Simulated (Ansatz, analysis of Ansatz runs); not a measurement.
# Migration in Li5AuO4 (C2/m): V_Li hop (2.7 Å), charge −1, part 5 of 5

How high is the barrier when Li changes place in Li5AuO4 (C2/m)? The case: V_Li hop (2.7 Å), charge −1, in a cell of 80 host atoms with 1 Li taken out.

Ansatz 0.2.0; plane-wave PAW DFT, PBEsol; nudged elastic band between two relaxed defect structures at fixed charge in a uniform background.

So far, barrier forward (eV): step 4 (nudged elastic band, charge −1, PBEsol) 0.976; step 6 (barrier from single points, PBEsol, denser k-mesh) 0.975; step 8 (barrier from single points, LDA, LDA PBEsol, analysis of Ansatz runs) 0.856; step 10 (barrier from single points, r2SCAN) 1.02.

### Step 11. Single point at the top of the path, PBEsol

A single point at the top of the band gives the levels near the gap and the populations there.

This step: plane-wave PAW DFT, PBEsol; single point of a defect supercell on a structure of the PBEsol path.

The input, qm1.top.probe/input.yaml:

```yaml
crystal:
  lattice:
    - [9.40268524, 0.0, -0.02548652]
    - [0.0, 9.40405317, 0.0]
    - [-2.07562506, 0.0, 9.16358709]
  atoms:
    - { symbol: Li, position: [-0.00094373, 0.79065741, 0.24897518] }
    - { symbol: Li, position: [0.24531745, 0.29686407, 0.24422765] }
[... 9 atom lines left out ...]
    - { symbol: Au, position: [0.24365821, -0.00369442, 0.24403265] }
[... 3 atom lines left out ...]
    - { symbol: O, position: [0.3609835, 0.84638802, 0.36553725] }
[... 3 atom lines left out ...]
    - { symbol: O, position: [0.35311454, 0.15270762, 0.35601674] }
[... 5 atom lines left out ...]
    - { symbol: Li, position: [0.24825734, 0.22645168, 0.49585419] }
[... 7 atom lines left out ...]
    - { symbol: O, position: [0.37583207, 0.35009724, 0.62983183] }
[... 12 atom lines left out ...]
    - { symbol: Li, position: [0.49686612, 0.21470205, 0.25035028] }
[... 7 atom lines left out ...]
    - { symbol: O, position: [0.62748203, 0.35410008, 0.36872788] }
[... 9 atom lines left out ...]
    - { symbol: Li, position: [0.74718769, 0.22593912, 0.50266327] }
    - { symbol: Li, position: [0.5057919, 0.21408097, 0.75536312] }
[... 1 atom line left out ...]
    - { symbol: Li, position: [0.49419495, 0.15501765, 0.50663704] }
[... 3 atom lines left out ...]
    - { symbol: O, position: [0.6390124, 0.84611275, 0.63502923] }
[... 3 atom lines left out ...]
    - { symbol: O, position: [0.64713733, 0.15232974, 0.64494407] }
[... 2 atom lines left out ...]
    - { symbol: O, position: [0.87695309, 0.14564074, 0.88018624] }
total_charge: -1
basis:
  ecutwfc: 420
  xc_grid: 2
hamiltonian:
  xc: pbesol
kpoints:
  mp_grid: { grid: [1, 1, 1], shift: [0.25, 0.25, 0.25] }
scf:
  occupations: { method: fixed }
  max_iter: 100
output:
  forces: true
  eigenvalues: true
  eigenstates: { localisation: true }
  populations: true
  write_density: true
  write_potential: true
  volumetric_format: npy
  elf: true
checkpoint:
  write: "../qm1.top.probe.run"
  compress: false
  write_wavefunctions: false
  write_every: 100000
```

Run with:

```
$ ansatz run input.yaml --threads 4 --pin off --max-ram 14131MiB --backend cpu --events-out ev --progress --plain --runs-dir out
```

Numbers of over 12 decimals in the logs are rounded to 6 here.

Log:

```text
[...]
Crystal: 79 atoms, lattice volume = 809.778 Å³
Basis set: ecut = 420 eV, 15817 PW (Γ), exchange–correlation on 128×128×128 points (8 copies of the dense FFT grid, shifted against one another)
Bands: 310, of which v1, the nominal top of the filled ones, is band 231 counted from 1 (230 counted from 0)
Symmetry: 1 space group operations
[...]
k-points: 1
[...]
SCF iter   1: F=—  HF=-129954.987661 eV  |F-HF|=—  |Δ(HF+E_count)|=         —  Δρ=1.68e-2  dr2=1.83e0  ethr=1.77e-3  ⟨swp⟩=5.0  Hψ=967  notcnv=0  defer=74
[...]
SCF iter  11: F=-129954.462809 eV  HF=-129954.462809 eV  |F-HF|=8.29e-9  |Δ(HF+E_count)|=   7.99e-9  Δρ=1.48e-6  dr2=1.87e-8  ethr=2.16e-11  ⟨swp⟩=6.0  Hψ=1564  notcnv=0
SCF 1 converged in 11 iterations: F = -129954.462809 eV  dr2 = 1.87e-8
[...]
SCF converged after 11 iterations
Free energy (F): -129954.462809 eV
[...]
atom  55  O     -0.00728971    -0.01385057     0.01128940
  [... 9 atoms left out ...]
  atom  65  Li     0.00499273     0.00554025     0.00624119
  atom  66  Li    -0.00035214    -0.00491259    -0.00518087
  [... 1 atom left out ...]
  atom  68  Li     0.02464207     0.01503840    -0.02547623
  [... 7 atoms left out ...]
  atom  76  O     -0.00699868    -0.01950842     0.01430206
[...]
max |Σ_I F_I| component: 4.57e-6 eV/Å
--- Band table (eV) ---
[...]
--- Löwdin populations: 79 sites ---
  site symbol       q [e]
     0     Li      2.2943
     1     Li      2.2901
[...]
15      O      7.0682
[...]
19      O      7.0799
[...]
25     Li      2.2721
[...]
33      O      7.0616
[...]
46     Li      2.2915
  [... 7 atoms left out ...]
    54      O      7.0616
  [... 9 atoms left out ...]
    64     Li      2.2709
    65     Li      2.2927
  [... 1 atom left out ...]
    67     Li      2.2462
  [... 7 atoms left out ...]
    75      O      7.0802
  [... 3 atoms left out ...]
  spilling = 0.009085 (of n_electrons = 462.000000)
[key lines of the parts left out:]
Fermi energy:    5.458039 eV
```

It took 28 s on 4 threads of Arm Neoverse V1, shared host; peak memory 1.5 GiB; 1.8 min of CPU time.

Read from the output:

```yaml
free_energy: -129954.4628 eV
```

States next to the filling edge at the first k-point, on the run's own zero (eigenstates.tsv). The participation number counts the atoms that a state is spread over, of 79; bands count from 0.

```
spin  band  energy (eV)  occupation  participation  largest share on  share
both   225        5.127        2.00           35.2               O72   0.07
both   226        5.185        2.00           21.1               O55   0.13
both   227        5.223        2.00           26.9               O34   0.10
both   228        5.256        2.00           23.6               O55   0.09
both   229        5.361        2.00           16.3              Au71   0.13
both   230        5.458        2.00            9.6               O16   0.20
both   231        7.803        0.00           14.9              Au32   0.19
both   232        7.810        0.00           13.5              Au52   0.20
both   233        7.889        0.00           15.2              Au31   0.18
both   234        7.944        0.00           18.3              Au51   0.12
both   235        8.006        0.00           32.8              Au51   0.08
```

Under PBEsol at one point at (¼, ¼, ¼), the highest filled state is spread over 10 of 79 atoms, and the lowest empty one, 2.35 eV above it, is spread over 15 of 79 atoms.

Valence electrons by atom (Löwdin), nearest atoms first, with the excess over far atoms of the same element, which can also hold differences between inequivalent host sites (the log counts sites from 0):

```
atom  distance from the centre (Å)  electrons  excess
Li68                          0.16      2.246  -0.037
 O20                          1.71      7.080   0.004
 O76                          1.71      7.080   0.005
Li47                          2.44      2.291   0.008
Li65                          2.45      2.271  -0.013
Li66                          2.48      2.293   0.009
Li26                          2.49      2.272  -0.011
 O34                          2.71      7.062  -0.014
```

ELF in the bc plane at fractional x = 0.500, through the centre, with atoms of Li and Au within 0.45 Å of it. It is the smooth field of the valence electrons, not physical close to the nuclei.

Values in units of 1e-1, 13 rows by 16 columns, each cell a mean:
```
4.4 1.2 2.3 0.8 4.4 2.1 0.9 0.7 0.7 0.8 1.1 4.7 1.6 1.8 1.8 2.8
0.4 3.3 4.2 1.2 0.9 3.0 2.2 2.7 3.2 2.0 3.1 1.7 0.7 3.2 4.2 1.0
0.3 0.8 1.3 5.5 1.6 1.6 2.7 5.4 6.0 3.6 1.8 0.9 4.0 3.1 0.8 0.4
0.2 0.4 1.5 6.7 1.9 1.3 3.0 6.0 6.4 4.1 1.6 0.7 6.0 4.8 0.3 0.2
0.3 1.9 2.0 0.6 1.1 3.0 2.0 3.3 3.8 2.1 3.2 2.2 0.5 1.9 2.6 0.6
0.2 0.7 3.4 1.3 0.5 1.5 1.0 0.9 1.0 1.1 1.6 2.1 1.8 1.6 2.0 0.6
0.1 1.5 8.2 3.8 0.2 0.3 0.2 0.2 0.2 0.4 0.3 7.3 6.6 0.3 0.6 0.2
0.3 1.3 1.6 0.6 0.7 1.8 1.3 1.5 1.7 1.4 2.4 1.3 0.7 2.3 2.8 0.7
0.3 1.5 1.6 1.2 0.8 2.4 2.1 4.1 4.7 2.5 2.7 1.9 0.9 1.4 1.8 0.5
0.2 0.2 2.1 9.1 2.9 1.0 3.2 6.3 6.8 4.6 1.5 0.5 7.6 6.5 0.1 0.2
0.4 1.5 1.4 2.4 0.9 2.3 2.4 4.6 5.4 3.0 2.2 1.4 1.8 1.8 1.6 0.6
0.4 3.1 4.5 1.3 0.8 2.4 2.1 2.0 2.4 1.7 2.5 1.3 0.7 3.5 4.1 0.8
6.9 0.7 1.3 1.0 7.1 3.5 0.5 0.4 0.4 0.5 1.4 7.2 2.8 1.1 0.9 4.5
```
Columns run along b (9.4 Å), rows up along c (9.4 Å). Atoms in or near the plane, at fractional coordinates: Li at (0.79, 0.25), Li at (0.28, 0.00), Li at (0.72, 0.00), Li at (0.21, 0.25), Li at (0.00, 0.00), Au at (0.50, 0.25), Li at (0.79, 0.75), Li at (0.74, 0.50), Li at (0.21, 0.76), Li at (0.16, 0.51), Au at (0.50, 0.75).

Valence density in the bc plane at fractional x = 0.500, through the centre, with atoms of Li and Au within 0.45 Å of it. It is the smooth field of the valence electrons, not physical close to the nuclei.

Values in e/Å³, 13 rows by 16 columns, each cell a mean:
```
 2  0  0  0  2  1  0  0  0  0  0  2  1  0  0  1
 0  0  0  0  0  0  0  0  1  0  0  0  0  0  0  0
 0  0  0  3  1  0  1  6  7  2  0  0  2  1  0  0
 0  0  0  4  1  0  1  7  9  2  0  0  3  2  0  0
 0  0  0  0  0  0  0  1  1  0  0  0  0  0  0  0
 0  0  1  0  0  0  0  0  0  0  0  1  1  0  0  0
 0  0  5  1  0  0  0  0  0  0  0  3  3  0  0  0
 0  0  0  0  0  0  0  0  0  0  0  0  0  0  0  0
 0  0  0  0  0  0  0  2  3  1  0  0  0  0  0  0
 0  0  0  5  1  0  1  8 11  3  0  0  4  3  0  0
 0  0  0  1  0  0  1  3  5  1  0  0  1  0  0  0
 0  0  0  0  0  0  0  0  0  0  0  0  0  0  0  0
 4  0  0  0  4  1  0  0  0  0  0  4  1  0  0  2
```
Columns run along b (9.4 Å), rows up along c (9.4 Å). Atoms in or near the plane, at fractional coordinates: Li at (0.79, 0.25), Li at (0.28, 0.00), Li at (0.72, 0.00), Li at (0.21, 0.25), Li at (0.00, 0.00), Au at (0.50, 0.25), Li at (0.79, 0.75), Li at (0.74, 0.50), Li at (0.21, 0.76), Li at (0.16, 0.51), Au at (0.50, 0.75).

Electrostatic potential energy in the bc plane at fractional x = 0.500, through the centre, with atoms of Li and Au within 0.45 Å of it. With pseudopotentials it is smooth inside the atoms' cores, unlike the true potential.

Ten even steps from '_' (-39 eV) to '@' (11 eV), each cell a mean:
```
--++%%@@@@%%++--==##@@@@@@@@@@@@%%**----**@@@@@@##==
##%%@@@@@@@@%%##%%@@@@@@@@@@@@@@@@%%####%%@@@@@@%%##
@@@@@@@@@@@@@@@@@@@@@@@@%%%%@@@@@@@@@@@@@@@@@@@@@@@@
@@@@@@@@@@%%%%@@@@@@%%##++==**%%@@@@@@@@%%%%@@@@@@@@
@@@@@@%%##++++%%@@@@##::______++%%@@@@##++++##@@@@@@
@@@@@@%%++::::**%%%%**________--%%@@%%++::::**%%@@@@
@@@@@@%%**--==##@@@@**..______==%%@@%%**----**@@@@@@
@@@@@@@@%%##%%@@@@@@%%++::..--##@@@@@@%%####%%@@@@@@
@@@@@@@@@@@@@@@@@@@@@@%%####%%@@@@@@@@@@@@@@@@@@@@@@
@@@@@@%%%%%%@@@@@@@@@@@@@@@@@@@@@@@@@@%%%%@@@@@@@@@@
@@@@%%++==**%%@@@@@@@@@@@@@@@@@@@@%%**++**%%@@@@@@@@
@@@@**--..==%%@@@@@@@@@@@@@@@@@@@@##==..==%%@@@@@@@@
@@@@##++==**%%@@@@@@@@@@@@@@@@@@@@%%==--++%%@@@@@@@@
@@@@@@%%##%%@@@@@@@@@@@@@@@@@@@@@@@@%%##%%@@@@@@@@@@
@@@@@@@@@@@@@@@@@@@@@@@@%%%%@@@@@@@@@@@@@@@@@@@@@@@@
@@@@@@@@%%%%%%@@@@@@@@##++==**%%@@@@@@@@%%%%@@@@@@@@
@@@@@@%%##++++%%@@@@##--____..++%%@@@@##++++##@@@@@@
@@@@@@%%++::::**%%%%**..______--##@@%%++::::**%%@@@@
@@@@@@%%**--==##@@@@**..______--%%@@%%**--==**%%@@@@
@@@@@@@@%%####%%@@@@%%++....--**%%@@@@%%####%%@@@@@@
@@@@@@@@@@@@@@@@@@@@@@%%####%%%%@@@@@@@@@@@@@@@@@@@@
%%@@@@@@@@@@%%%%%%@@@@@@@@@@@@@@@@@@%%%%@@@@@@@@@@%%
++##@@@@@@%%**++**%%@@@@@@@@@@@@@@##++++##@@@@@@%%++
..==%%@@@@%%==..--##@@@@@@@@@@@@%%++::::**%%@@@@##--
```
Columns run along b (9.4 Å; values clipped at the 3rd and 97th percentile), rows up along c (9.4 Å). Atoms in or near the plane, at fractional coordinates: Li at (0.79, 0.25), Li at (0.28, 0.00), Li at (0.72, 0.00), Li at (0.21, 0.25), Li at (0.00, 0.00), Au at (0.50, 0.25), Li at (0.79, 0.75), Li at (0.74, 0.50), Li at (0.21, 0.76), Li at (0.16, 0.51), Au at (0.50, 0.75).

The distance between the highest filled and the lowest empty level goes from 2.52 eV at the start to 2.35 eV at the top.

### Step 12. Summary of results

```json
{
  "barrier forward": "0.98 eV",
  "barrier backward": "0.41 eV",
  "end less start": "0.57 eV",
  "hop length": "2.35 Å",
  "band iterations, as the log counts them": "5",
  "barrier from single points, PBEsol, denser k-mesh": "0.97 eV",
  "barrier from single points, LDA": "0.86 eV",
  "barrier from single points, r2SCAN": "1.02 eV"
}
```

What this shows: The top of the band lies 0.98 eV above the start and 0.41 eV above the end. The ends differ by 0.57 eV, so they aren't like places or like states; the smaller barrier is only the way out of the higher one. With an assumed prefactor of 1e13 per second it gives one hop a second along this one path at about 380 K; whether such hops link up through the crystal wasn't checked. At the top Li68 stands 1.71 Å from its nearest O, 0.26 Å closer than at the start. Across functionals on this path (PBEsol 0.976, LDA 0.856 and r2SCAN 1.018 eV) the forward values spread by 0.161 eV. The order of the top as a saddle was not checked for all atoms, so a bent path could be lower. No image-charge correction is applied; it largely cancels along a path if the charge stays localised alike. Limits: one k-point off the zone centre stands for the whole zone; spin–orbit coupling, which can matter with heavy atoms, is left out.

[Logs are printed without paths, hosts, clocks, repeated set-up lines and the standing remarks that a program may print on its own settings, such as how far it seeks lower states.]

[Hosts, paths, dates, database ids (printed as entryN), source tags and the programs' standing remarks are cut or masked in the printed files.]
